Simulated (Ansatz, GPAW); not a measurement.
# STM contrast on a 5-layer slab of Sr(110), part 2 of 3

Wanted: filled- and empty-state images of a 5-layer slab of Sr(110), with its work function.

GPAW 26.7.0 and Ansatz 0.2.0; GPAW, PAW setups; slab in vacuum (the session's first sound run).

So far, upper work function (eV): step 2 (relaxation) 2.61; step 3 (bands at fixed density, height 3.5 Å, STM [-0.5, 0.5] V) 2.61.

## Step 4: A second plane-wave code

A second program with its own datasets checks the number independently.

This step: Ansatz plane waves; slab in vacuum with a dipole correction (Ansatz 0.2.0).

input.yaml reads:

```yaml
crystal:
  lattice:
    - [6.08, 0.0, 0.0]
    - [0.0, 4.2992092296, 0.0]
    - [0.0, 0.0, 26.5984184592]
  atoms:
    - { symbol: Sr, position: [0.0, 0.0, 0.3383659827] }
    - { symbol: Sr, position: [0.5, 0.4999989266, 0.4191828178] }
    - { symbol: Sr, position: [0.0, 0.0, 0.4998667335] }
    - { symbol: Sr, position: [0.5, 0.4999989266, 0.5798275304] }
    - { symbol: Sr, position: [0.0, 0.0, 0.6573291476] }
kpoints:
  mp_grid: { grid: [5, 7, 1] }
hamiltonian:
  xc: pbe
scf:
  occupations: { method: fermi_dirac, width: 0.1 }
efield:
  axis: 3
  dipole_correction: true
  ramp_width: 0.05
output:
  forces: true
  band_densities: [{ e_range: [-0.5, 0] }, { e_range: [0, 0.5] }]
  write_potential: true
  write_density: true
  volumetric_format: npy
  elf: true
```

Run with:

```console
$ ansatz run input.yaml --threads 4 --pin off --max-ram 8192MiB --backend cpu --events-out ev --progress --plain --runs-dir out
```

Numbers of over 12 decimals in the logs are rounded to 6 here.

What it wrote:

```text
Warning: the atoms were moved onto the symmetric positions of the space group found under crystal.symmetry.tolerance 1.0e-5 (fractional; no operation is sought that the atoms, as they stand in a round, miss by more than twice it, and no atom is moved by as much as it), and the run uses the moved positions. Before a round's move an operation carried an atom to 5.54e-6 Å from where it should land, the largest such dist [...]
Engine: ansatz 0.2.0, x86_64-unknown-linux-gnu
Pseudopotentials: kind: paw
Pseudopotential: Sr, paw, valence charge 10, recommended cutoff 420 eV (normal), Sr.paw.azcp
Functional definition: PBE
  parameter kappa = 0.804
  parameter beta = 0.066725
  exchange = pbe_x(kappa = kappa, mu = beta*pi^2/3)
  correlation = pbe_c(beta = beta)
Crystal: 5 atoms, lattice volume = 695.261 Å³
Basis set: ecut = 420 eV, 13595 PW (Γ), exchange–correlation on 90×60×360 points (8 copies of the dense FFT grid, shifted against one another)
Bands: 30, of which v1, the nominal top of the filled ones, is band 25 counted from 1 (24 counted from 0)
Symmetry: 4 space group operations
Space group: Pmm2 (ITA 25), of the structure as read, at distance tolerance 8.9e-5 Å
k-points: 12 of 35
Non-local potential: Sr, projectors of the file, l = 0: 3, l = 1: 2, l = 2: 2
PAW form: soft (Blöchl's): semilocal exchange-correlation on the pseudo side does not see the compensation charge
PAW one-centre angular grid: Sr, 110 points (default); XC on 64 Gauss nodes
Initial density: superposition of atomic densities (neutral atoms: chi_scale 0, normalization atom), corrected by the library's trained network
Initial wavefunctions: pseudopotential atomic-orbital guess
Functional: x = pbe(κ = 0.804, μ = 0.219515), c = pbe(β = 0.066725)
SCF iter   1: F=—  HF=-17719.962486 eV  |F-HF|=—  |Δ(HF+E_count)|=         —  Δρ=1.95e-3  dr2=8.51e-1  ethr=1.77e-3  p=0.000 e·Å  D=1.33e-5 V/Å  ΔV_dip=-0.00 eV  dr2_dipole=3.82e-4  V_vac-E_F(+/−)=2.29/2.29 eV  ⟨swp⟩=15.1  Hψ=5645  notcnv=0
efield: sawtooth ramp at fractional position 0.9728 (placed from the atoms, in the widest stretch of the axis that holds none; the zero of the levels goes with the place), width 0.0500; the density the first Hamiltonian is built on has a dipole p = 0.000 e·Å; the dipole correction subtracts the counter field D = 1.33e-5 V/Å, which shifts the + side's vacuum level by -0.00 eV against the − side's; the planar-averaged density in the ramp window peaks in size at 9.9e-7 e/Å³
automatic band count: the SCF goes on with 35 bands, as 30 were too few: the levels above may hold too much charge
preconditioner: auto → LDOS  [metal: Δε(μ)=0.055 eV  Ē_g=2.032 eV  σ=0.100 eV  W_gap=0.14  n_scr=58 (ndim 8)  ℏωp=4.5 eV  f_vac=0.506  D(μ)=7.01/eV (n_scr^D=24)  β→1.0]
SCF iter   2: F=—  HF=-17719.907243 eV  |F-HF|=—  |Δ(HF+E_count)|=   5.52e-2  Δρ=7.58e-4  dr2=1.99e-2  ethr=1.70e-3  p=-0.001 e·Å  D=-2.28e-4 V/Å  ΔV_dip=0.01 eV  dr2_dipole=2.04e-6  V_vac-E_F(+/−)=2.55/2.54 eV  ⟨swp⟩=2.5  Hψ=554  notcnv=0
SCF iter   3: F=—  HF=-17719.908500 eV  |F-HF|=—  |Δ(HF+E_count)|=   1.26e-3  Δρ=2.88e-4  dr2=3.63e-3  ethr=3.97e-5  p=-0.001 e·Å  D=-2.75e-4 V/Å  ΔV_dip=0.01 eV  dr2_dipole=5.21e-7  V_vac-E_F(+/−)=2.56/2.56 eV  ⟨swp⟩=2.0  Hψ=686  notcnv=0
SCF iter   4: F=—  HF=-17719.908563 eV  |F-HF|=—  |Δ(HF+E_count)|=   6.31e-5  Δρ=9.64e-5  dr2=2.39e-4  ethr=7.27e-6  p=-0.001 e·Å  D=-2.60e-4 V/Å  ΔV_dip=0.01 eV  dr2_dipole=7.15e-8  V_vac-E_F(+/−)=2.59/2.58 eV  ⟨swp⟩=2.8  Hψ=619  notcnv=0
SCF iter   5: F=—  HF=-17719.908622 eV  |F-HF|=—  |Δ(HF+E_count)|=   5.94e-5  Δρ=3.96e-5  dr2=2.35e-5  ethr=4.77e-7  p=-0.001 e·Å  D=-2.53e-4 V/Å  ΔV_dip=0.01 eV  dr2_dipole=8.43e-10  V_vac-E_F(+/−)=2.60/2.59 eV  ⟨swp⟩=2.0  Hψ=640  notcnv=0
SCF iter   6: F=—  HF=-17719.908505 eV  |F-HF|=—  |Δ(HF+E_count)|=   1.18e-4  Δρ=1.49e-5  dr2=3.40e-6  ethr=4.69e-8  p=-0.001 e·Å  D=-2.50e-4 V/Å  ΔV_dip=0.01 eV  dr2_dipole=1.12e-8  V_vac-E_F(+/−)=2.60/2.60 eV  ⟨swp⟩=2.2  Hψ=714  notcnv=0
SCF iter   7: F=—  HF=-17719.908506 eV  |F-HF|=—  |Δ(HF+E_count)|=   1.21e-6  Δρ=4.26e-6  dr2=2.76e-7  ethr=6.80e-9  p=-0.001 e·Å  D=-2.48e-4 V/Å  ΔV_dip=0.01 eV  dr2_dipole=1.22e-10  V_vac-E_F(+/−)=2.60/2.60 eV  ⟨swp⟩=2.2  Hψ=706  notcnv=0
SCF iter   8: F=-17719.908506 eV  HF=-17719.908506 eV  |F-HF|=8.08e-9  |Δ(HF+E_count)|=   2.13e-7  Δρ=1.54e-6  dr2=3.47e-8  ethr=2.00e-10  p=-0.001 e·Å  D=-2.47e-4 V/Å  ΔV_dip=0.01 eV  dr2_dipole=5.08e-11  V_vac-E_F(+/−)=2.60/2.60 eV  ⟨swp⟩=17.6  Hψ=4067  notcnv=0
SCF 1 converged in 8 iterations: F = -17719.908506 eV  dr2 = 3.47e-8
  greatest PAW one-centre occupation: 0.988 electrons in one spin orbital (limit 2), on the Sr atom at site 4 (counted from 0), in its partial waves of l = 0
WARN: The output density's exchange-correlation potential varies sharply where the density is thin. Do not read a vacuum level from v_tot or v_xc, or from such a field of the output density. On a cell that repeats whose density bears no net charge and no dipole along the vacuum's axis use v_es (v_loc + v_h of the components); under efield.dipole_correction with no amplitude use v_es + v_field, which holds any externa [...]
SCF converged after 8 iterations
Free energy (F): -17719.908506 eV
Harris-Foulkes:  -17719.908506 eV  (|F-HF|=8.08e-9)
Internal energy: -17719.673816 eV  (E = F + TS)
E sigma→0 (E₀):  -17719.791161 eV
Entropy (-TS):   -0.234690 eV (-46.938 meV/atom)
Fermi energy:    0.521458 eV
Dipole field:    D = -0.000242 V/Å  (p = -0.000929 e·Å, saw-weighted, corrected)
Work function:   Φ+ = 2.6049 eV   Φ− = 2.5985 eV
Levels:          The Fermi level and band energies are counted from a zero that moves with the ramp; work functions are not
--- Per-component energies (eV) ---
  E_band       = -918.737143
  E_kinetic    = 1203.221156
  E_local      = -17958.656973  (includes V_loc(G=0)·N_el)
  E_nonlocal   = 1014.856523
  E_hartree    = 7909.136798
  E_xc         = -853.585810
  E_vxc        = -792.820229  (∫ρ·V_xc dr)
  E_paw        = -13473.624888  (= ΣΔE_a)
  E_vpaw       = -203.622646  (= ΣTr[D̂ρ^β])
  E_aug_tail   = -0.000006  (compensation charges beyond the density's cutoff)
  E_efield     = 0.000000  (sawtooth field / dipole correction)
  E_vefield    = 0.000343  (∫n·V_field dr)
  E_ewald      = 4438.979385
  E_smearing   = -0.234690  (= −TS)
  E_closure    = 0.000000  (closes the sum)
  Σ components = -17719.908506   (vs F -17719.908506, Δ=0.00e0)
--- Forces (eV/Å), atoms counted from 1 ---
  atom   1  Sr     0.00000000     0.00000000     0.06550387
  atom   2  Sr     0.00000000     0.00000000     0.00147017
  atom   3  Sr     0.00000000    -0.00000000    -0.04501573
  atom   4  Sr     0.00000000    -0.00000000    -0.03886372
  atom   5  Sr     0.00000000     0.00000000     0.01690858
  max |Σ_I F_I| component: 3.18e-6 eV/Å
--- Band table (eV; the first three rows and the last of 12) ---
  k-point 0: bands = [... 21 lower, -2.1203, -1.0552, 0.0298, 0.1496, 0.7282, 0.7554, 1.3102, 1.3756, ... 6 higher]
  k-point 1: bands = [... 21 lower, -1.9184, -0.8713, 0.1841, 0.3174, 0.8255, 0.8550, 1.2284, 1.2974, ... 6 higher]
  k-point 2: bands = [... 21 lower, -1.3609, -0.4063, 0.4131, 0.5784, 0.9235, 1.0177, 1.0607, 1.1486, ... 6 higher]
  k-point 11: bands = [... 21 lower, -0.2147, -0.0385, 0.4657, 0.5383, 0.6662, 0.6787, 0.9227, 1.0015, ... 6 higher]
--- Band densities, each state counted as filled ---
  window                                       electrons  max residual (eV)  cut levels
  e_range: [-0.5, 0]                            2.171429             5.5e-9           0
  e_range: [0, 0.5]                             4.800000             2.6e-7           0
```

Wall time 15 s (4 threads of Intel Xeon Platinum 8259CL at 2.50GHz (Skylake/Cascade Lake), shared host); peak memory 1.1 GiB.

Numbers from this step:

| Item | Value |
| --- | --- |
| free energy | -17719.9085 eV |
| smearing term TS | 0.2347 eV |
| symmetry operations | 4 |
| upper work function | 2.605 eV |
| lower work function | 2.599 eV |
| dipole along the normal | -9.29e-4 e·Å |
| dipole field | -2.42e-4 V/Å |
| vacuum level above | 3.126 eV |
| vacuum level below | 3.120 eV |
| corrugation e range -0.5 0 3.5 | 0.5865 Å |
| decay e range -0.5 0 | 0.8079 Å⁻¹ |
| apparent barrier e range -0.5 0 | 2.487 eV, hbar² kappa² / 2m (holds the in-plane momentum too) |
| corrugation e range 0 0.5 3.5 | 0.1883 Å |
| decay e range 0 0.5 | 0.7482 Å⁻¹ |
| apparent barrier e range 0 0.5 | 2.133 eV, hbar² kappa² / 2m (holds the in-plane momentum too) |

The electrostatic potential energy of an electron (with the applied field's), less the Fermi level, planar mean oscillates, so the rows of the table below give means over windows of 2.07 Å about each position, cut where the curve ends. Its maxima inside the range that stand out by 2 % of the span (Å: eV): 10.0: -0.983, 12.3: -0.849, 14.3: -0.887, 16.4: -1.28. Its minima: 9.0: -8.19, 11.1: -7.77, 13.3: -7.95, 15.4: -7.83, 17.4: -8.19.

Electrostatic potential energy of an electron (with the applied field's), less the Fermi level, planar mean against z; means over each step:

```
z (Å)  electrostatic potential energy of an electron (with the applied field's), less the Fermi level, planar mean (eV)
 1.03                                                                                                              2.60
 3.10                                                                                                              2.60
 5.17                                                                                                              2.56
 7.24                                                                                                              1.48
 9.31                                                                                                             -4.16
11.38                                                                                                             -4.00
13.45                                                                                                             -4.06
15.52                                                                                                             -4.12
17.59                                                                                                             -4.02
19.66                                                                                                              2.05
21.73                                                                                                              2.59
23.80                                                                                                              2.60
25.87                                                                                                              2.60
```

Table of valence density, planar mean by z:

z (Å), valence density, planar mean (e/Å³) and a bar:
```
      3.5      0.000 
      4.0      0.000 
      4.5      0.000 
      5.0      0.000 
      5.5      0.001 
      6.0      0.001 
      6.5      0.003 
      7.0      0.007 #
      7.5      0.014 ##
      8.0      0.047 #####
      8.5      0.183 #####################
      9.0      0.258 #############################
      9.5      0.192 ######################
     10.0      0.080 #########
     10.5      0.150 #################
     11.0      0.262 #############################
     11.5      0.236 ###########################
     12.0      0.098 ###########
     12.5      0.110 ############
     13.0      0.247 ############################
     13.5      0.256 #############################
     14.0      0.133 ###############
     14.5      0.088 ##########
     15.0      0.219 #########################
     15.5      0.267 ##############################
     16.0      0.176 ####################
     16.5      0.089 ##########
     17.0      0.199 ######################
     17.5      0.259 #############################
     18.0      0.179 ####################
     18.5      0.045 #####
     19.0      0.014 ##
     19.5      0.007 #
     20.0      0.003 
     20.5      0.001 
     21.0      0.001 
     21.5      0.000 
     22.0      0.000 
     22.5      0.000 
     23.0      0.000
```

E_range_-0.5_0. The planar mean of the window's density by height over the top atom:

```
height over the top atom (Å)  planar mean of the window's density (e/Å³)
                        1.50                                     0.00343
                        1.90                                     0.00237
                        2.10                                     0.00190
                        2.50                                     0.00115
                        2.70                                      8.8e-4
                        3.10                                      4.9e-4
                        3.30                                      3.6e-4
                        3.70                                      1.9e-4
                        3.90                                      1.4e-4
                        4.30                                      7.3e-5
                        4.50                                      5.2e-5
                        4.90                                      2.7e-5
                        5.10                                      1.9e-5
                        5.50                                      9.4e-6
                        5.70                                      6.6e-6
                        6.10                                      3.3e-6
                        6.30                                      2.3e-6
                        6.70                                      1.1e-6
                        6.90                                      7.6e-7
                        7.30                                      3.6e-7
                        7.50                                      2.4e-7
                        7.90                                      1.0e-7
```

Density over a1 and a2. Constant height 3.5 Å over the top atom, window e_range_-0.5_0.

Ten even steps from '0' (1.60 × 1e-4 e/Å³) to '9' (3.80 × 1e-4 e/Å³), each cell a mean:
```
999887654322111111223345678999
999887654322111111123345678899
999877654322111111123345678899
999876554322110011122345678899
998876543321110001112345667899
998876543321100000112344567889
988776543221000000112234567888
888766543211000000012234567788
888766543211000000012234567788
888765443211000000011234567788
887765443211000000011234566788
888765443211000000011234567788
888765443211000000011234567788
888766543211000000012234567788
888776543211000000112234567888
998876543221100000112344567889
998876543321100001112345667899
999876554322110011122345678899
999877654322111111123345678899
999877654322111111123345678899
999887654322111111223345678999
999887654322111111223345678999
```
Columns: a1 from 0 to 0.978; rows upwards: a2 from 0 to 0.967.

Tip height over the top atom over a1 and a2. Constant current at the density 2.638e-04 e/Å^3, window e_range_-0.5_0.

Values in Å, 12 rows by 16 columns, each cell a mean:
```
3.72 3.69 3.65 3.58 3.49 3.40 3.33 3.28 3.27 3.31 3.37 3.46 3.55 3.62 3.68 3.71
3.71 3.69 3.64 3.57 3.48 3.39 3.31 3.26 3.25 3.29 3.36 3.45 3.54 3.61 3.67 3.70
3.70 3.67 3.62 3.55 3.46 3.37 3.28 3.23 3.22 3.26 3.33 3.43 3.52 3.60 3.66 3.69
3.68 3.66 3.61 3.53 3.44 3.34 3.25 3.20 3.19 3.23 3.31 3.41 3.50 3.58 3.64 3.68
3.67 3.65 3.59 3.52 3.42 3.32 3.22 3.17 3.16 3.20 3.28 3.38 3.48 3.57 3.63 3.67
3.67 3.64 3.59 3.51 3.41 3.31 3.21 3.15 3.14 3.18 3.27 3.37 3.48 3.56 3.62 3.66
3.67 3.64 3.59 3.51 3.41 3.31 3.21 3.15 3.14 3.19 3.27 3.38 3.48 3.56 3.63 3.66
3.68 3.65 3.60 3.52 3.43 3.32 3.23 3.18 3.17 3.21 3.29 3.39 3.49 3.57 3.64 3.67
3.69 3.66 3.61 3.54 3.45 3.35 3.27 3.21 3.20 3.24 3.32 3.41 3.51 3.59 3.65 3.68
3.70 3.68 3.63 3.56 3.47 3.38 3.29 3.24 3.23 3.27 3.35 3.44 3.53 3.61 3.66 3.70
3.71 3.69 3.64 3.57 3.49 3.40 3.32 3.27 3.26 3.30 3.37 3.46 3.54 3.62 3.68 3.71
3.72 3.69 3.65 3.58 3.50 3.41 3.33 3.28 3.27 3.31 3.38 3.46 3.55 3.63 3.68 3.71
```
Columns: a1 from 0 to 0.978; rows upwards: a2 from 0 to 0.967.

E_range_0_0.5. Table of planar mean of the window's density by height over the top atom:

| height over the top atom (Å) | planar mean of the window's density (e/Å³) |
| --- | --- |
| 1.50 | 0.00658 |
| 1.70 | 0.00551 |
| 1.90 | 0.00454 |
| 2.10 | 0.00368 |
| 2.30 | 0.00293 |
| 2.50 | 0.00230 |
| 2.70 | 0.00178 |
| 2.90 | 0.00136 |
| 3.10 | 0.00103 |
| 3.30 | 7.8e-4 |
| 3.50 | 5.8e-4 |
| 3.70 | 4.4e-4 |
| 3.90 | 3.2e-4 |
| 4.10 | 2.4e-4 |
| 4.30 | 1.8e-4 |
| 4.50 | 1.3e-4 |
| 4.70 | 9.5e-5 |
| 4.90 | 7.0e-5 |
| 5.10 | 5.1e-5 |
| 5.30 | 3.7e-5 |
| 5.50 | 2.7e-5 |
| 5.70 | 1.9e-5 |
| 5.90 | 1.4e-5 |
| 6.10 | 1.0e-5 |
| 6.30 | 7.2e-6 |
| 6.50 | 5.2e-6 |
| 6.70 | 3.7e-6 |
| 6.90 | 2.7e-6 |
| 7.10 | 1.9e-6 |
| 7.30 | 1.4e-6 |
| 7.50 | 1.0e-6 |
| 7.70 | 7.4e-7 |
| 7.90 | 5.4e-7 |

Density over a1 and a2. Constant height 3.5 Å over the top atom, window e_range_0_0.5.

Values in units of 1e-4 e/Å³, 12 rows by 16 columns, each cell a mean:
```
5.4 5.5 5.5 5.6 5.6 5.5 5.4 5.3 5.3 5.4 5.4 5.5 5.6 5.6 5.5 5.4
5.7 5.7 5.7 5.7 5.7 5.5 5.4 5.3 5.3 5.4 5.5 5.6 5.7 5.7 5.7 5.7
6.1 6.1 6.0 6.0 5.8 5.6 5.5 5.4 5.4 5.4 5.6 5.8 5.9 6.0 6.1 6.1
6.5 6.5 6.3 6.2 6.0 5.7 5.6 5.4 5.4 5.5 5.7 5.9 6.1 6.3 6.4 6.5
6.8 6.8 6.6 6.4 6.1 5.8 5.6 5.5 5.5 5.5 5.7 6.0 6.3 6.5 6.7 6.8
7.0 6.9 6.7 6.4 6.2 5.9 5.6 5.5 5.5 5.6 5.8 6.0 6.3 6.6 6.8 7.0
6.9 6.9 6.7 6.4 6.1 5.9 5.6 5.5 5.5 5.6 5.8 6.0 6.3 6.6 6.8 6.9
6.7 6.7 6.5 6.3 6.1 5.8 5.6 5.5 5.4 5.5 5.7 6.0 6.2 6.4 6.6 6.7
6.3 6.3 6.2 6.1 5.9 5.7 5.5 5.4 5.4 5.5 5.6 5.8 6.0 6.2 6.3 6.3
5.9 5.9 5.9 5.9 5.7 5.6 5.5 5.4 5.4 5.4 5.5 5.7 5.8 5.9 5.9 5.9
5.6 5.6 5.6 5.7 5.6 5.5 5.4 5.3 5.3 5.4 5.5 5.6 5.6 5.7 5.6 5.6
5.4 5.4 5.5 5.6 5.5 5.5 5.4 5.3 5.3 5.3 5.4 5.5 5.6 5.5 5.5 5.4
```
Columns: a1 from 0 to 0.978; rows upwards: a2 from 0 to 0.967.

(Continued in part 3 of 3.)

[Logs are printed without paths, hosts, clocks, repeated set-up lines and the standing remarks that a program may print on its own settings, such as how far it seeks lower states.]

[Hosts, paths, dates, database ids (printed as entryN), source tags and the programs' standing remarks are cut or masked in the printed files.]
